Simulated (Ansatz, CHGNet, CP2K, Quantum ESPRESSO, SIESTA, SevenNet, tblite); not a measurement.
# CP2K runs on P2_1/m (COD entry) CsBC2F8, displaced supercell (96 atoms)

How do the settings of CP2K change the result for P2_1/m (COD entry) CsBC2F8, displaced supercell (96 atoms)? A plane-wave run serves as the yardstick.

Program: CP2K 2026.2. Level of theory: the method is named at each step. Results are calculated unless marked as measured.

## (1) Starting point

The cell holds 96 atoms: 8 Cs, 8 B, 16 C and 64 F. Cell: a = 11.916 Å, b = 15.256 Å, c = 8.300 Å, α = 90.0°, β = 100.5°, γ = 90.0°. It derives from CsBC2F8 (P2_1/m (measured, COD)), repeated 2×2×1. P2_1/m (COD entry) CsBC2F8 (cell 5.958, 7.628, 8.3, 90, 100.5, 90), 2 x 2 x 1 conventional cells; every coordinate displaced by a Gaussian of 0.05 Å. Then every atom was moved at random, 0.05 Å r.m.s. a Cartesian component.

The yardstick, on the same geometry:

| Item | Value |
| --- | --- |
| method | Kohn-Sham DFT, PBE, SSSP efficiency 1.3.0 pseudopotentials, plane waves (Quantum ESPRESSO 7.5); sssp-pbe-1.3.0-efficiency, cutoffs 60/480 Ry, Γ point |
| r.m.s. force component | 2.664 eV/Å |
| longest force | 18.5 eV/Å |
| pressure | 6.575 GPa |
| gap (highest filled to lowest empty level) | 4.784 eV |
| time | 7.4 min on 4 MPI ranks of Arm Neoverse V2, shared host |
| CPU time | 29 min |

## (2) PBE, DZVP-MOLOPT-SR, 600/50 Ry, diagonalisation

Method: Kohn-Sham DFT, PBE, GTH-PBE pseudopotentials, Gaussian and plane waves, DZVP-MOLOPT-SR-GTH, diagonalisation.

input.inp reads:

```
&GLOBAL
  PROJECT cell
  RUN_TYPE ENERGY_FORCE
  PRINT_LEVEL LOW
&END GLOBAL
&FORCE_EVAL
  METHOD QS
  STRESS_TENSOR ANALYTICAL
  &DFT
    BASIS_SET_FILE_NAME BASIS_MOLOPT
    POTENTIAL_FILE_NAME GTH_POTENTIALS
    &MGRID
      CUTOFF 600
      REL_CUTOFF 50
      NGRIDS 5
    &END MGRID
    &QS
      EPS_DEFAULT 1.0E-12
    &END QS
    &SCF
      SCF_GUESS ATOMIC
      EPS_SCF 1.0E-06
      MAX_SCF 200
      ADDED_MOS 54
      &DIAGONALIZATION
        ALGORITHM STANDARD
      &END DIAGONALIZATION
      &SMEAR ON
        METHOD FERMI_DIRAC
        ELECTRONIC_TEMPERATURE [K] 580
      &END SMEAR
      &MIXING
        METHOD BROYDEN_MIXING
        ALPHA 0.15
        NBROYDEN 8
      &END MIXING
      &PRINT
        &RESTART OFF
        &END RESTART
      &END PRINT
    &END SCF
    &XC
      &XC_FUNCTIONAL PBE
      &END XC_FUNCTIONAL
    &END XC
    &PRINT
      &MULLIKEN ON
      &END MULLIKEN
      &HIRSHFELD ON
        SHAPE_FUNCTION DENSITY
      &END HIRSHFELD
      &MO ON
        EIGENVALUES T
        OCCUPATION_NUMBERS T
        MO_INDEX_RANGE 293 316
        &EACH
          QS_SCF 0
        &END EACH
        ADD_LAST NUMERIC
      &END MO
    &END PRINT
  &END DFT
  &SUBSYS
    &CELL
      A 11.91600 0.00000 0.00000
      B 0.00000 15.25600 0.00000
      C -1.51250 0.00000 8.16072
    &END CELL
    &TOPOLOGY
      COORD_FILE_NAME structure.xyz
      COORD_FILE_FORMAT XYZ
    &END TOPOLOGY
    &KIND Cs
      BASIS_SET DZVP-MOLOPT-SR-GTH-q9
      POTENTIAL GTH-PBE-q9
    &END KIND
    &KIND B
      BASIS_SET DZVP-MOLOPT-SR-GTH-q3
      POTENTIAL GTH-PBE-q3
    &END KIND
    &KIND C
      BASIS_SET DZVP-MOLOPT-SR-GTH-q4
      POTENTIAL GTH-PBE-q4
    &END KIND
    &KIND F
      BASIS_SET DZVP-MOLOPT-SR-GTH-q7
      POTENTIAL GTH-PBE-q7
    &END KIND
  &END SUBSYS
  &PRINT
    &FORCES ON
    &END FORCES
    &STRESS_TENSOR ON
    &END STRESS_TENSOR
  &END PRINT
&END FORCE_EVAL
```

structure.xyz reads:

```xyz
96

Cs 11.53839 1.84948 1.63492
Cs 4.70598 5.73824 6.32129
B 2.88138 1.97703 6.51944
B 1.57111 5.70422 1.61191
C 3.36193 1.83606 4.79720
C 1.26695 5.68927 3.41567
C 1.35344 1.91387 6.79502
C 3.22951 5.80842 1.34995
F 0.60569 3.06386 6.36756
F 3.74863 6.88412 1.94951
F 3.76912 4.75728 1.87558
F 0.63108 0.80811 6.17465
F 2.58453 1.91219 0.00155
F 1.80032 5.77150 8.15917
F 2.23780 1.94026 3.97411
F 2.34354 5.69751 4.19820
F 3.87514 3.00848 4.44041
F 0.38359 6.74300 3.68905
F 0.49847 4.67657 3.77711
F 3.98734 0.87966 4.54609
F 3.38880 3.12977 7.10431
F 1.05483 6.80555 0.96166
F 0.91189 4.58733 1.07134
F 3.51213 0.83038 7.13582
Cs -0.19018 9.44590 1.85934
Cs 4.68678 13.37631 6.32138
B 2.80570 9.56429 6.46101
B 1.71111 13.27104 1.72705
C 3.09935 9.52173 4.86379
C 1.23834 13.31635 3.39323
C 1.32052 9.57741 6.86268
C 3.25104 13.34244 1.27430
F 0.63585 10.56188 6.24344
F 4.01656 14.47154 1.84440
F 3.82787 12.14164 1.81837
F 0.55405 8.50171 6.22377
F 1.01003 9.62120 8.06410
F 1.75108 13.32779 8.11045
F 2.17213 9.68603 4.06543
F 2.23851 13.34488 4.09562
F 3.97391 10.59331 4.46685
F 0.47167 14.38244 3.70758
F 0.49832 12.29634 3.70333
F 4.12657 8.55221 4.43976
F 3.35387 10.64259 7.00671
F 1.04132 14.45430 1.05453
F 0.99897 12.21121 0.99626
F 3.53130 8.37982 7.14879
Cs 5.75775 1.79090 1.73301
Cs 10.47665 5.76631 6.20500
B 8.83757 2.00189 6.48165
B 7.48344 5.81604 1.68731
C 9.21484 2.02706 4.95462
C 7.26251 5.69979 3.28053
C 7.24843 1.93004 6.76785
C 9.18271 5.78736 1.30066
[... 36 atom lines left out ...]
F 9.32924 10.70102 7.02483
F 7.06968 14.55072 1.17767
F 7.06400 12.32075 1.13695
F 9.25593 8.35434 7.13622
```

Launch:

```
> OMP_NUM_THREADS=1 mpirun -np 4 cp2k.psmp -i input.inp > output.txt
```

Numbers of over 12 decimals in the logs are rounded to 6 here.

What it wrote:

```text
CP2K| version string:                                       CP2K version 2026.2
 CP2K| Input file name                                                 input.inp
 GLOBAL| Basis set file name                                        BASIS_MOLOPT
 GLOBAL| Potential file name                                      GTH_POTENTIALS
 GLOBAL| Run type                                                   ENERGY_FORCE
 GLOBAL| Total number of message passing processes                             4
 GLOBAL| Number of threads for this process                                    1
 TOTAL NUMBERS AND MAXIMUM NUMBERS
  Total number of            - Atomic kinds:                                   4
                             - Atoms:                                         96
                             - Shell sets:                                    96
                             - Shells:                                       488
                             - Primitive Cartesian functions:                480
                             - Cartesian basis functions:                   1352
                             - Spherical basis functions:                   1256
  Maximum angular momentum of- Orbital basis functions:                        2
                             - Local part of the GTH pseudopotential:          2
                             - Non-local part of the GTH pseudopotential:      3
 SCF PARAMETERS         Density guess:                                    ATOMIC
                        max_scf:                                             200
                        eps_scf:                                        1.00E-06
                        added MOs                                        54    0
                        Mixing method:                            BROYDEN_MIXING
                                                charge density mixing in g-space
                        Smear method:                                FERMI_DIRAC
                        Electronic temperature [K]:                        580.0
                        Electronic temperature [a.u.]:                  1.84E-03
                        Accuracy threshold:                             1.00E-10
 Extrapolation method: initial_guess
 Number of electrons:                                                        608
 Number of occupied orbitals:                                                304
 Number of molecular orbitals:                                               358
 Number of orbital functions:                                               1256
 Number of independent orbital functions:                                   1256
 SCF WAVEFUNCTION OPTIMIZATION
  Step     Update method      Time    Convergence         Total energy    Change
     1 NoMix/Diag. 0.15E+00    2.8     1.31421674     -1830.2180462642 -1.83E+03
     2 Broy./Diag. 0.15E+00    4.3     0.07242720     -1751.2209981417  7.90E+01
     3 Broy./Diag. 0.15E+00    4.4     0.15312284     -1794.5957813936 -4.34E+01
     4 Broy./Diag. 0.15E+00    4.4     0.02467174     -1829.9134207251 -3.53E+01
[...]
25 Broy./Diag. 0.15E+00    4.4     0.00000134     -1827.7255653820  3.66E-05
    26 Broy./Diag. 0.15E+00    4.4     0.00000072     -1827.7255856610 -2.03E-05
  *** SCF run converged in    26 steps ***
  Electronic density on regular grids:       -607.9999999983        0.0000000017
  Core density on regular grids:              607.9999999997       -0.0000000003
  Total charge density on r-space grids:        0.0000000014
  Total charge density g-space grids:           0.0000000014
  Overlap energy of the core charge distribution:               1.5315e-05
  Self energy of the core charge distribution:              -4716.345083
  Core Hamiltonian energy:                                   1314.145851
  Hartree energy:                                            1936.798345
  Exchange-correlation energy:                               -362.324714
  Electronic entropic energy:                                  -0.000000
  Fermi energy:                                                 0.164334
  Total energy:                                             -1827.725586
  Total energy (extrapolated to T->0):                      -1827.725586
 MO| EIGENVALUES AND OCCUPATION NUMBERS
 MO|
 MO|  Index      Eigenvalue [a.u.]        Eigenvalue [eV]             Occupation
 MO|    293              -0.048773              -1.327179               2.000000
 MO|    294              -0.047466              -1.291617               2.000000
 MO|    295              -0.040672              -1.106749               2.000000
[...]
MO|    315               0.267203               7.270958               0.000000
 MO|    316               0.271357               7.383996               0.000000
 MO| Sum:                                                             608.000000
 MO| E(Fermi):            0.164334 a.u.          4.471767 eV
 MO| Band gap:            0.174660 a.u.          4.752748 eV
 !-----------------------------------------------------------------------------!
                     Mulliken Population Analysis
 #  Atom  Element  Kind  Atomic population                           Net charge
       1     Cs       1          8.140407                              0.859593
       2     Cs       1          8.150868                              0.849132
       3     B        2          2.885334                              0.114666
[...]
95     F        4          7.162534                             -0.162534
      96     F        4          7.343251                             -0.343251
 # Total charge                            608.000000                 -0.000000
 !-----------------------------------------------------------------------------!
 !-----------------------------------------------------------------------------!
                           Hirshfeld Charges
  #Atom  Element  Kind  Ref Charge     Population                    Net charge
      1       Cs     1       9.000          8.679                         0.321
      2       Cs     1       9.000          8.688                         0.312
      3       B      2       3.000          2.912                         0.088
[...]
95       F      4       7.000          7.133                        -0.133
     96       F      4       7.000          7.189                        -0.189
  Total Charge                                                           -0.000
 !-----------------------------------------------------------------------------!
 ENERGY| Total FORCE_EVAL ( QS ) energy [hartree]          -1827.725591
 FORCES| Atomic forces [hartree/bohr]
 FORCES|   Atom     x               y               z               |f|
 FORCES|      1  3.92778491E-03 -1.15629245E-03  7.96043167E-03   8.95170257E-03
 FORCES|      2  7.80572717E-04  2.64749957E-03  1.07319059E-04   2.76225725E-03
 FORCES|      3  3.66611032E-02 -2.25036789E-02 -4.51750493E-02   6.23797814E-02
[...]
FORCES|     95 -7.72768703E-02 -1.21469113E-01 -7.24961780E-02   1.61189813E-01
 FORCES|     96  2.33850409E-02  1.28527439E-02 -1.68660118E-02   3.15676341E-02
 FORCES| Sum    -3.06020749E-03  4.67366244E-03  9.31987282E-03
 FORCES| Total atomic force                                       1.08659109E-02
 STRESS| Analytical stress tensor [bar]
 STRESS|                        x                   y                   z
 STRESS|      x        7.17230818016E+04  -1.18487159526E+03   1.92706618073E+04
 STRESS|      y       -1.18487159526E+03   8.64392730224E+04   1.92987461995E+03
 STRESS|      z        1.92706618073E+04   1.92987461995E+03   5.32885165745E+04
 STRESS| 1/3 Trace                                             7.04836237995E+04
```

Run time: 2.1 min. Hardware: 4 MPI ranks of Arm Neoverse V2, shared host; peak memory 5.7 GiB.

Banners, paths, timers and routine set-up lines are dropped from the logs unmarked, and long logs keep their key lines alone; longer cuts are marked.

Compared with the plane-wave run:

```
r.m.s. force component                           : 2.755 eV/Å
r.m.s. difference of force components            : 177.1 meV/Å
longest difference of force vectors              : 655 meV/Å
force difference over r.m.s. force               : 6.648 %
slope of forces against the reference's          : 1.032
correlation of force components                  : 0.9984
gap (highest filled to lowest empty level) : 4.753 eV
gap difference                                   : -0.0312 eV
pressure                                         : 7.048 GPa
pressure difference                              : 0.4737 GPa
```

Length of the force difference by element (eV/Å):

| element | atoms | mean | most |
| --- | --- | --- | --- |
| B | 8 | 0.43 | 0.57 |
| C | 16 | 0.23 | 0.36 |
| Cs | 8 | 0.034 | 0.058 |
| F | 64 | 0.29 | 0.66 |

Levels nearest the highest filled one (eV from it): -2.61, -2.57, -2.39, -1.97, -1.81, -1.71, -1.69, -1.31, -0.80, -0.48, -0.35, 0.00, 4.75, 4.96, 5.13, 5.18, 5.42, 5.56, 5.68, 5.80, 5.86, 5.95, 5.99, 6.11.

Local excerpt of 14 atoms (numbers count through the whole input) about Cs74, one of the 8 Cs atoms; x, y, z are measured from there.

| atom | x | y | z | distance (Å) | bonds | Hirshfeld charge (e) | Fx | Fy | Fz (eV/Å) |
| --- | --- | --- | --- | --- | --- | --- | --- | --- | --- |
| Cs74 | 0.00 | 0.00 | 0.00 | 0.00 | 13 | 0.32 | 0.06 | 0.21 | 0.06 |
| F93 | -1.27 | -2.64 | 0.69 | 3.01 | 3 | -0.14 | 2.61 | 3.05 | 1.41 |
| F72 | -1.21 | 2.72 | 0.70 | 3.06 | 3 | -0.18 | 0.24 | -1.00 | 0.39 |
| F47 | 0.80 | -1.13 | 2.82 | 3.15 | 3 | -0.19 | 1.20 | -0.44 | 0.60 |
| F46 | 0.85 | 1.11 | 2.88 | 3.20 | 3 | -0.21 | 0.97 | -0.38 | 0.54 |
| F86 | -2.75 | -0.08 | 1.88 | 3.33 | 3 | -0.02 | -0.39 | 0.38 | -3.40 |
| F42 | 1.79 | 1.04 | -2.63 | 3.34 | 3 | -0.08 | -0.98 | 1.75 | 0.53 |
| F12 | 1.95 | 2.72 | -0.16 | 3.35 | 2 | -0.10 | 1.24 | 1.37 | 1.36 |
| F68 | -0.82 | 2.69 | -1.85 | 3.36 | 3 | -0.11 | 1.10 | 0.93 | 1.15 |
| F43 | 1.82 | -1.05 | -2.63 | 3.36 | 3 | -0.06 | -2.16 | -3.76 | 1.45 |
| F88 | -2.56 | 0.07 | -2.24 | 3.40 | 2 | 0.00 | 15.33 | 1.13 | 10.99 |
| F33 | 1.95 | -2.78 | -0.09 | 3.40 | 2 | -0.08 | -0.41 | 3.04 | -0.51 |
| F89 | -0.57 | -2.84 | -1.83 | 3.42 | 3 | -0.11 | -1.15 | 2.37 | -1.15 |
| F38 | 3.07 | -0.02 | 1.78 | 3.55 | 3 | -0.01 | 1.46 | 0.26 | -1.17 |

Forces lie 6.6 % from the reference's, at 0.29 times its CPU time.

The forces add up to 0.56 eV/Å instead of zero, usually a sign of too coarse a grid.

[end of part 1 of 2]

[Also dropped from logs without a mark: logging warnings of Python, and SIESTA's first energy breakdown and zero terms.]

[Logs are printed without paths, hosts, clocks, repeated set-up lines and the standing remarks that a program may print on its own settings, such as how far it seeks lower states.]

[Hosts, paths, dates, database ids (printed as entryN), source tags and the programs' standing remarks are cut or masked in the printed files.]
